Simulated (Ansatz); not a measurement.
## Ta (Im-3m): phonon-mediated transition temperature

Wanted: λ, ω_log and Tc of Ta (Im-3m). The cell shown first is a relaxed one, from steps not shown here.

Program: Ansatz 0.2.0. Level of theory: DFT PBE, scalar-relativistic, plane waves, PAW. Results are calculated unless marked as measured.

**Measured values to reproduce.**

“Surface-resistance measurements using superconducting stripline resonators” (2013, arxiv:1309.5331) reports for Ta, by microwave stripline resonator (foil much thicker than the skin depth): superconducting transition temperature (superconducting transition seen in surface resistance) 4.5 K.

### 1. The cell after earlier relaxation steps

It takes space group Im-3m (No. 229, cubic). Conventional cell: a = 3.316 Å, b = 3.316 Å, c = 3.316 Å, α = 90.00°, β = 90.00°, γ = 90.00°. Ta has 8 Ta at 2.87 Å nearest.

Coordinates:

```cif
data_structure
_symmetry_space_group_name_H-M 'Im-3m'
_symmetry_Int_Tables_number 229
_cell_length_a 3.3157
_cell_length_b 3.3157
_cell_length_c 3.3157
_cell_angle_alpha 90.000
_cell_angle_beta 90.000
_cell_angle_gamma 90.000
_cell_volume 36.45
loop_
_atom_site_label
_atom_site_type_symbol
_atom_site_symmetry_multiplicity
_atom_site_Wyckoff_symbol
_atom_site_fract_x
_atom_site_fract_y
_atom_site_fract_z
_atom_site_occupancy
Ta1 Ta 2 a 0.00000 0.00000 0.00000 1
```

### 2. Electron–phonon run: q 6×6×6, k 18×18×18, scattering 24×24×24

The run that gives the couplings also evaluates McMillan's and Allen and Dynes's formulas and, where asked, the Eliashberg equations, over a range of μ*.

input.yaml reads:

```yaml
crystal:
  lattice:
    - [-1.6578710215, 1.6578710215, 1.6578710215]
    - [1.6578710215, -1.6578710215, 1.6578710215]
    - [1.6578710215, 1.6578710215, -1.6578710215]
  atoms:
    - { symbol: Ta, position: [0.0, 0.0, 0.0] }
kpoints:
  mp_grid: { grid: [18, 18, 18] }
hamiltonian:
  xc: pbe
scf:
  occupations: { method: methfessel_paxton, width: 0.2 }
output:
  eigenvalues: true
phonons:
  method: dfpt
  qmesh: [6, 6, 6]
  temperatures: { t_max: 1000, t_step: 50 }
  qpath:
    path:
      - [[0.0, 0.0, 0.0], [0.5, -0.5, 0.5], [0.0, 0.0, 0.5], [0.0, 0.0, 0.0], [0.25, 0.25, 0.25], [0.5, -0.5, 0.5]]
      - [[0.25, 0.25, 0.25], [0.0, 0.0, 0.5]]
    npoints: 10
  electrical_resistivity:
    mesh: [24, 24, 24]
    temperatures: [20.0, 50.0, 80.0, 100.0, 150.0, 200.0, 273.0, 300.0, 400.0, 500.0, 600.0, 800.0]
  superconductivity: { mesh: [24, 24, 24] }
```

Run with:

```bash
ansatz run input.yaml --threads 4 --pin off --max-ram 12288MiB --backend cpu --events-out ev --progress --plain --runs-dir out
```

Numbers of over 12 decimals in the logs are rounded to 6 here.

What it wrote:

```text
Engine: ansatz 0.2.0, aarch64-unknown-linux-gnu
Pseudopotentials: kind: paw
Pseudopotential: Ta, paw, valence charge 13, recommended cutoff 420 eV (normal), Ta.paw.azcp
Functional definition: PBE
  parameter kappa = 0.804
  parameter beta = 0.066725
  exchange = pbe_x(kappa = kappa, mu = beta*pi^2/3)
  correlation = pbe_c(beta = beta)
Crystal: 1 atoms, lattice volume = 18.227 Å³
Basis set: ecut = 420 eV, 369 PW (Γ), exchange–correlation on 40×40×40 points (8 copies of the dense FFT grid, shifted against one another)
Bands: 11, of which v1, the nominal top of the filled ones, is band 7 counted from 1 (6 counted from 0)
Symmetry: 48 space group operations
k-points: 195 of 5832
Non-local potential: Ta, projectors of the file, l = 0: 3, l = 1: 2, l = 2: 2, l = 3: 1
PAW form: soft (Blöchl's): semilocal exchange-correlation on the pseudo side does not see the compensation charge
PAW one-centre angular grid: Ta, 590 points (default); XC on 64 Gauss nodes
Initial density: superposition of atomic densities (neutral atoms: chi_scale 0, normalization atom), corrected by the library's trained network
Initial wavefunctions: pseudopotential atomic-orbital guess
Functional: x = pbe(κ = 0.804, μ = 0.219515), c = pbe(β = 0.066725)
SCF iter   1: F=—  HF=-9932.250556 eV  |F-HF|=—  |Δ(HF+E_count)|=         —  Δρ=2.10e-3  dr2=2.13e-4  ethr=1.77e-3  ⟨swp⟩=5.1  Hψ=11340  notcnv=0
preconditioner: auto → none  [metal: Δε(μ)=0.027 eV  Ē_g=8.213 eV  σ=0.200 eV  W_gap=0.11  n_scr=0 (ndim 8)  ℏωp=19.4 eV  f_vac=0.000  D(μ)=1.25/eV (n_scr^D=12)]
SCF iter   2: F=—  HF=-9932.250643 eV  |F-HF|=—  |Δ(HF+E_count)|=   8.68e-5  S|Δr|=    0.00e0  Δρ=9.96e-4  dr2=5.15e-5  ethr=1.63e-6  ⟨swp⟩=2.2  Hψ=4806  notcnv=0
SCF iter   3: F=—  HF=-9932.250713 eV  |F-HF|=—  |Δ(HF+E_count)|=   6.98e-5  S|Δr|=    0.00e0  Δρ=1.60e-4  dr2=1.19e-6  ethr=3.96e-7  ⟨swp⟩=2.2  Hψ=2594  notcnv=0
SCF iter   4: F=—  HF=-9932.250712 eV  |F-HF|=—  |Δ(HF+E_count)|=   1.19e-6  S|Δr|=    0.00e0  Δρ=4.78e-5  dr2=1.14e-7  ethr=9.15e-9  ⟨swp⟩=2.8  Hψ=3281  notcnv=0
SCF iter   5: F=—  HF=-9932.250712 eV  |F-HF|=—  |Δ(HF+E_count)|=   3.59e-8  S|Δr|=    0.00e0  Δρ=1.60e-5  dr2=1.25e-8  ethr=8.78e-10  ⟨swp⟩=1.0  Hψ=2118  notcnv=0
SCF iter   6: F=—  HF=-9932.250712 eV  |F-HF|=—  |Δ(HF+E_count)|=   4.93e-9  S|Δr|=    0.00e0  Δρ=3.80e-7  dr2=1.11e-11  ethr=9.62e-11  ⟨swp⟩=2.8  Hψ=3248  notcnv=0
SCF iter   7: F=-9932.250712 eV  HF=-9932.250712 eV  |F-HF|=7.28e-12  |Δ(HF+E_count)|=  1.64e-11  S|Δr|=    0.00e0  Δρ=1.13e-7  dr2=8.64e-13  ethr=1.00e-12  ⟨swp⟩=6.2  Hψ=8032  notcnv=0
SCF 1 converged in 7 iterations: F = -9932.250712 eV  dr2 = 8.64e-13
  greatest PAW one-centre occupation: 0.999 electrons in one spin orbital (limit 2), on the Ta atom at site 0 (counted from 0), in its partial waves of l = 0
NSCF: frozen V_eff on 195 k-points
NSCF: frozen V_eff on 480 k-points
DFPT response loops at q = (0, 0, 0) (fractional): preconditioner auto → Kerker (q_TF=auto, 2.579 Å⁻¹) (partly filled bands, converged f_vac=0.000); β = 1.00, the filter's whole step (`scf.mixing.beta` (0.50) is not read by the response loops under this deck's `scf.mixing.preconditioner`; to damp them name `kerker` or `kerker_dos`, under which they read `scf.mixing.beta`, and type it under 1.00, their step now; both keys bind the ground state too); Broyden in place of MSR1
NSCF: frozen V_eff on 6156 k-points
DFPT response loops at q = (0, 0, 0.166667) (fractional): mixed as the last ones told, above
NSCF: frozen V_eff on 6156 k-points
DFPT response loops at q = (0, 0, 0.333333) (fractional): mixed as the last ones told, above
NSCF: frozen V_eff on 3100 k-points
DFPT response loops at q = (0, 0, -0.5) (fractional): mixed as the last ones told, above
NSCF: frozen V_eff on 11664 k-points
DFPT response loops at q = (0, 0.166667, 0.166667) (fractional): mixed as the last ones told, above
NSCF: frozen V_eff on 11664 k-points
DFPT response loops at q = (0, 0.166667, 0.333333) (fractional): mixed as the last ones told, above
NSCF: frozen V_eff on 6156 k-points
DFPT response loops at q = (0, 0.333333, 0.333333) (fractional): mixed as the last ones told, above
NSCF: frozen V_eff on 6156 k-points
DFPT response loops at q = (0.166667, 0.166667, 0.166667) (fractional): mixed as the last ones told, above
NSCF: frozen V_eff on 5868 k-points
DFPT response loops at q = (0.166667, 0.166667, 0.333333) (fractional): mixed as the last ones told, above
NSCF: frozen V_eff on 3258 k-points
DFPT response loops at q = (0.166667, 0.166667, -0.166667) (fractional): mixed as the last ones told, above
NSCF: frozen V_eff on 6156 k-points
DFPT response loops at q = (0.166667, 0.333333, -0.333333) (fractional): mixed as the last ones told, above
NSCF: frozen V_eff on 6156 k-points
DFPT response loops at q = (0.166667, -0.5, -0.5) (fractional): mixed as the last ones told, above
NSCF: frozen V_eff on 11664 k-points
DFPT response loops at q = (0.166667, -0.5, -0.333333) (fractional): mixed as the last ones told, above
NSCF: frozen V_eff on 3258 k-points
DFPT response loops at q = (0.333333, 0.333333, -0.333333) (fractional): mixed as the last ones told, above
NSCF: frozen V_eff on 6156 k-points
DFPT response loops at q = (0.333333, -0.5, -0.5) (fractional): mixed as the last ones told, above
NSCF: frozen V_eff on 960 k-points
[...]
mean free path at 200 K (of a tensor a third of its trace): 5.47 nm by what each carries, 4.90 by the Fermi surface alone
  Hall coefficient in a weak field at 200 K (a third of the trace): 9.828e-11 m³/C (as a tensor it moves by 2.9 % between the two finest meshes); by each state's relaxation time: 9.567e-11 m³/C; by a constant relaxation time: 7.766e-11 m³/C
  mean free path at 273 K (of a tensor a third of its trace): 3.91 nm by what each carries, 3.50 by the Fermi surface alone
  Hall coefficient in a weak field at 273 K (a third of the trace): 9.881e-11 m³/C (as a tensor it moves by 2.9 % between the two finest meshes); by each state's relaxation time: 9.609e-11 m³/C; by a constant relaxation time: 7.766e-11 m³/C
  mean free path at 300 K (of a tensor a third of its trace): 3.54 nm by what each carries, 3.16 by the Fermi surface alone
  Hall coefficient in a weak field at 300 K (a third of the trace): 9.903e-11 m³/C (as a tensor it moves by 3.0 % between the two finest meshes); by each state's relaxation time: 9.628e-11 m³/C; by a constant relaxation time: 7.765e-11 m³/C
  mean free path at 400 K (of a tensor a third of its trace): 2.64 nm by what each carries, 2.34 by the Fermi surface alone
  Hall coefficient in a weak field at 400 K (a third of the trace): 9.995e-11 m³/C (as a tensor it moves by 3.0 % between the two finest meshes); by each state's relaxation time: 9.710e-11 m³/C; by a constant relaxation time: 7.764e-11 m³/C
  mean free path at 500 K (of a tensor a third of its trace): 2.11 nm by what each carries, 1.86 by the Fermi surface alone
  Hall coefficient in a weak field at 500 K (a third of the trace): 1.011e-10 m³/C (as a tensor it moves by 3.0 % between the two finest meshes); by each state's relaxation time: 9.811e-11 m³/C; by a constant relaxation time: 7.760e-11 m³/C
  mean free path at 600 K (of a tensor a third of its trace): 1.76 nm by what each carries, 1.54 by the Fermi surface alone
  Hall coefficient in a weak field at 600 K (a third of the trace): 1.023e-10 m³/C (as a tensor it moves by 3.1 % between the two finest meshes); by each state's relaxation time: 9.927e-11 m³/C; by a constant relaxation time: 7.756e-11 m³/C
  mean free path at 800 K (of a tensor a third of its trace): 1.34 nm by what each carries, 1.15 by the Fermi surface alone
  Hall coefficient in a weak field at 800 K (a third of the trace): 1.052e-10 m³/C (as a tensor it moves by 3.1 % between the two finest meshes); by each state's relaxation time: 1.019e-10 m³/C; by a constant relaxation time: 7.748e-11 m³/C
  the resistivity times a path that all electrons share, by the Fermi surface of the deck's mesh alone (a third of the trace): 4.308e-16 Ω·m²
  not converged in the mesh (λ; λ_tr; the resistivity at 20 K by 4.96 %): between neighbouring meshes, the two finest first, λ moves by 5.21 % and 3.27 %, λ_tr by 6.07 % and 10.36 % and the resistivity by up to 4.96 % and 7.34 %; an estimate, no bound, puts it up to 8.8e-7 % above the Boltzmann equation's exact value after up to 6 iterations (at most 30 are made, fewer where the estimate is under 1.0e-6 % of each spin channel's own resistivity)
  vibrations of 216 cells: unjudged by the run; compare a larger repeat
  the changes of the potential over all sites missed a rigid shift's by 0.00 % (the site terms' by 0.01 %)
  at the force constants' own smearing the fine mesh and the k-points of their solves give squared frequencies that differ by 6.6 % of the larger at the most, at (0, 0, -0.5)
--- Superconductivity: potentials and phonons of a 6×6×6 supercell ---
           mesh         λ    ħω_log (meV)  μ* declared at (meV)
       24×24×24    0.9372          12.297               13.621
       12×12×12    0.9860          12.361               13.648
          6×6×6    1.0183          12.375               13.493
  λ by the species' shares of the modes' patterns: Ta 0.9372
  with the Fermi level up to 20.1 meV (the hardest mode) off, states and modes as they are: density of states 0.6353 to 0.6733 /eV of one spin and cell, λ 0.9133 to 0.9637
  transition temperature on the deck's mesh (K), isotropic and anisotropic, restricted to the Fermi surface (FSR) and over the full bandwidth (FBW), and the last with the density of states resolved in a narrower window:
        μ*   McMillan   Allen–Dynes      iso. FSR      iso. FBW    aniso. FSR    aniso. FBW  narrow window
      0.08      9.908        10.502        10.270        10.273        10.466        10.469         10.469
      0.10      8.957         9.447         9.101         9.103         9.300         9.302          9.302
      0.12      8.029         8.431         7.990         7.992         8.191         8.192          8.193
      0.13      7.575         7.939         7.458         7.459         7.659         7.660          7.660
      0.14      7.128         7.457         6.942         6.943         7.143         7.144          7.144
      0.16      6.258         6.526         5.960         5.961         6.160         6.161          6.161
      0.20      4.637         4.809         4.215         4.216         4.408         4.409          4.409
  isotope coefficients −∂ln Tc/∂ln M under μ* = 0.13, the force constants as they are, of the isotropic transitions restricted to the Fermi surface and over the full bandwidth: Ta 0.441 and 0.441
  gaps at the Fermi level over the full bandwidth under μ* = 0.1, 2.326 K: 1.254 to 1.971 meV
  gaps at the Fermi level over the full bandwidth under μ* = 0.13, 1.915 K: 0.997 to 1.620 meV
  gaps at the Fermi level over the full bandwidth under μ* = 0.16, 1.540 K: 0.774 to 1.304 meV
  not converged in the mesh (λ, the transition temperature): between neighbouring meshes, the two finest first, λ moves by 5.21 % and 3.27 % and the anisotropic transition temperature over the full bandwidth at μ* = 0.13 by 11.19 % and 5.99 %; converged means that the two finest part by at most 2.00 % and 5.00 %
  vibrations of 216 cells: unjudged by the run; compare a larger repeat
  the changes of the potential over all sites missed a rigid shift's by 0.00 % (the site terms' by 0.01 %)
  at the force constants' own smearing the fine mesh and the k-points of their solves give squared frequencies that differ by 6.6 % of the larger at the most, at (0, 0, -0.5)
[key lines of the parts left out:]
SCF converged after 7 iterations
Free energy (F): -9932.250712 eV
Fermi energy:    18.393624 eV
```

It took 11 min on 4 threads of Arm Neoverse V2, shared host; peak memory 7.9 GiB; 42 min of CPU time.

In the SCF lines HF is the Harris–Foulkes energy and dr2 the Hartree energy of the density residual, in eV; the loop may stop once dr2 is under the threshold and the program's other checks hold. Hψ counts applications of the Hamiltonian.

This step gave:

```yaml
volume_per_atom: 18.23 Å³
metallic_on_mesh: yes
gap_on_the_k_mesh: 0 eV
zero_point_energy: 0.02109 eV/cell
share_of_imaginary_modes_in_the_plain_interpolation_between_solved_wavevectors: 0
highest_frequency_solved_or_plainly_interpolated: 164.9 cm⁻¹
debye_temperature_second_moment: 218 K
resistivity_at_300_k: 13.61 μΩ cm
coupling_constant_lambda: 0.9372
density_of_states_at_the_fermi_level: 0.6534 states/eV a spin and cell
log_mean_phonon_energy_omega_log: 12.3 meV
transport_coupling_constant_lambda_tr: 0.9025, 0.9025, 0.9025 (xx, yy, zz)
drude_plasma_energy: 8.715, 8.715, 8.715 eV (xx, yy, zz)
resistivity_times_mean_free_path: 4.308, 4.308, 4.308 × 10⁻¹⁶ Ω m² (xx, yy, zz)
second_moment_phonon_energy_omega: 13.62 meV
coupling_lambda_by_branch: 0.394, 0.313, 0.23 (branches by rank of frequency)
```

Transition temperatures:

```csv
μ*,McMillan Tc (K),Allen–Dynes Tc (K),isotropic Fermi-surface Tc (K),isotropic full bandwidth Tc (K),anisotropic Fermi-surface Tc (K),anisotropic full bandwidth Tc (K),anisotropic narrow window Tc (K)
0.08,9.91,10.5,10.3,10.3,10.5,10.5,10.5
0.1,8.96,9.45,9.1,9.1,9.3,9.3,9.3
0.12,8.03,8.43,7.99,7.99,8.19,8.19,8.19
0.13,7.57,7.94,7.46,7.46,7.66,7.66,7.66
0.14,7.13,7.46,6.94,6.94,7.14,7.14,7.14
0.16,6.26,6.53,5.96,5.96,6.16,6.16,6.16
0.2,4.64,4.81,4.21,4.22,4.41,4.41,4.41
```

Table of Eliashberg function α²F by phonon energy; read off at these points:

```csv
phonon energy (meV),α²F,α²F tr
1.00,1.9e-4,0
1.50,0.00122,1.0e-4
2.00,0.00290,3.2e-4
2.50,0.00516,9.1e-4
3.00,0.00867,0.00218
3.50,0.0135,0.00454
4.00,0.0204,0.00876
4.50,0.0306,0.0160
5.00,0.0428,0.0261
5.50,0.0588,0.0409
6.00,0.0793,0.0627
6.50,0.106,0.0944
7.00,0.121,0.115
7.50,0.133,0.129
8.00,0.138,0.134
8.50,0.147,0.142
9.00,0.162,0.153
9.50,0.183,0.171
10.00,0.216,0.200
10.50,0.307,0.307
11.00,0.559,0.556
11.41,0.887,0.946
11.50,0.876,0.927
12.00,0.664,0.720
12.50,0.476,0.509
13.00,0.423,0.449
13.50,0.407,0.436
14.00,0.431,0.473
14.50,0.479,0.537
15.00,0.409,0.455
15.50,0.393,0.415
16.00,0.535,0.502
16.50,1.000,0.792
16.60,1.17,0.949
17.00,0.951,0.875
17.39,1.93,1.66
17.50,1.83,1.64
18.00,0.665,0.688
18.50,0.196,0.200
19.00,0.149,0.141
19.50,0.127,0.105
20.00,0.141,0.0914
```

Anisotropic full-bandwidth solution, weighted at the Fermi level. Gaps:

```csv
mu*,T (K),mean gap (meV),5 % (meV),95 % (meV),mean Z
0.1,2.33,1.52,1.31,1.69,1.91
0.1,4.65,1.46,1.26,1.63,1.91
0.1,6.98,1.19,1.03,1.33,1.92
0.1,8.37,0.813,0.701,0.911,1.93
0.13,1.92,1.23,1.05,1.38,1.92
0.13,3.83,1.18,1,1.32,1.92
0.13,5.75,0.96,0.819,1.08,1.92
0.13,6.89,0.654,0.558,0.737,1.93
0.16,1.54,0.968,0.818,1.09,1.92
0.16,3.08,0.928,0.783,1.05,1.92
0.16,4.62,0.756,0.638,0.855,1.93
0.16,5.54,0.514,0.434,0.582,1.93
```

dTc/da2F against phonon energy:

```csv
phonon energy (meV),dTc/da2F (K/meV)
1.0,-
1.5,2.11
2.0,2.59
2.5,2.96
3.0,3.22
3.5,3.40
4.0,3.50
4.5,3.55
5.0,3.57
5.5,3.56
6.0,3.52
6.5,3.48
7.0,3.43
7.5,3.37
8.0,3.30
8.5,3.23
9.0,3.17
9.5,3.10
10.0,3.03
10.5,2.97
11.0,2.90
11.5,2.84
12.0,2.78
12.5,2.71
13.0,2.65
13.5,2.59
14.0,2.54
14.5,2.48
15.0,2.42
15.5,2.37
16.0,2.33
16.5,2.28
17.0,2.23
17.5,2.18
18.0,2.14
18.5,2.10
19.0,2.06
19.5,2.02
20.0,1.97
```

Table of share of the Fermi-level states by lambda of a state:

```csv
lambda of a state,share of the Fermi-level states
0.753,0.0224
0.782,0.132
0.810,0.121
0.839,0.0478
0.867,0.0181
0.896,0.0016
0.924,0.0216
0.953,0.0999
0.981,0.148
1.010,0.173
1.040,0.125
1.070,0.0546
1.100,0.0236
1.120,0.0056
1.150,0.0044
1.180,3.0e-4
1.210,0
1.240,1.0e-4
1.270,0
1.300,0
1.320,0
1.350,0
1.380,0
1.410,0
```

The coupling constant from the curve is λ = 0.94; modes below 13.1 meV give half. The most distinct maxima of the Eliashberg function α²F (α²F) lie at 11.41, 16.61 and 17.39 meV, the highest at 17.4 meV.

### 3. Summary of results

| Property | Result |
| --- | --- |
| meshes | q 6×6×6, k 18×18×18, scattering 24×24×24 |
| coupling constant λ | 0.937 |
| log mean phonon energy ħω_log | 12.3 meV |
| Allen–Dynes Tc at μ* = 0.1 | 9.45 K |
| Allen–Dynes Tc at μ* = 0.13 | 7.94 K |
| anisotropic Eliashberg Tc at μ* = 0.1 | 9.3 K |
| anisotropic Eliashberg Tc at μ* = 0.13 | 7.66 K |

In the last run (PBE, q 6×6×6, k 18×18×18, scattering 24×24×24), with λ = 0.94 and ħω_log = 12.3 meV, Tc at μ* = 0.13 is 7.6 K by McMillan's formula, 7.9 K by Allen and Dynes's and 7.7 K by the anisotropic Eliashberg equations. Raising μ* from 0.10 to 0.16 lowers the Allen–Dynes value from 9.4 to 6.5 K. The mean gap at a quarter of Tc gives 2Δ/k_B Tc = 3.73, against 3.53 in weak-coupling theory. The gap spreads from 1.1 to 1.4 meV over nine tenths of the Fermi surface. By the run's own test λ is not converged in the fine mesh: it moves by 5 % between the two finest. The run's transport test calls it not converged in the mesh. No spin–orbit coupling, which matters for Ta. μ* is a typed number, phonons are harmonic, and spin fluctuations are left out; at μ* = 0.13 McMillan's formula turns 1 % in λ into about 1.9 % in Tc.

Computed beside measured:

| quantity | measured | Allen–Dynes, PBE, q 6×6×6, fine 24×24×24 | Eliashberg, PBE, q 6×6×6, fine 24×24×24 |
| --- | --- | --- | --- |
| superconducting transition temperature (μ* = 0.13) (kelvin) | 4.5 | 7.94 (+76.4 %) | 7.66 (+70.2 %) |

Measured values from arxiv:1309.5331 (2013).

**Verdict.** For the superconducting transition temperature, of the levels listed nearest comes Eliashberg, PBE, q 6×6×6, fine 24×24×24 (+70.2 %, a clear miss) and farthest Allen–Dynes, PBE, q 6×6×6, fine 24×24×24 (+76.4 %, a clear miss). Limits of convergence are named above.

[Logs are printed without paths, hosts, clocks, repeated set-up lines and the standing remarks that a program may print on its own settings, such as how far it seeks lower states.]

[Hosts, paths, dates, database ids (printed as entryN), source tags and the programs' standing remarks are cut or masked in the printed files.]
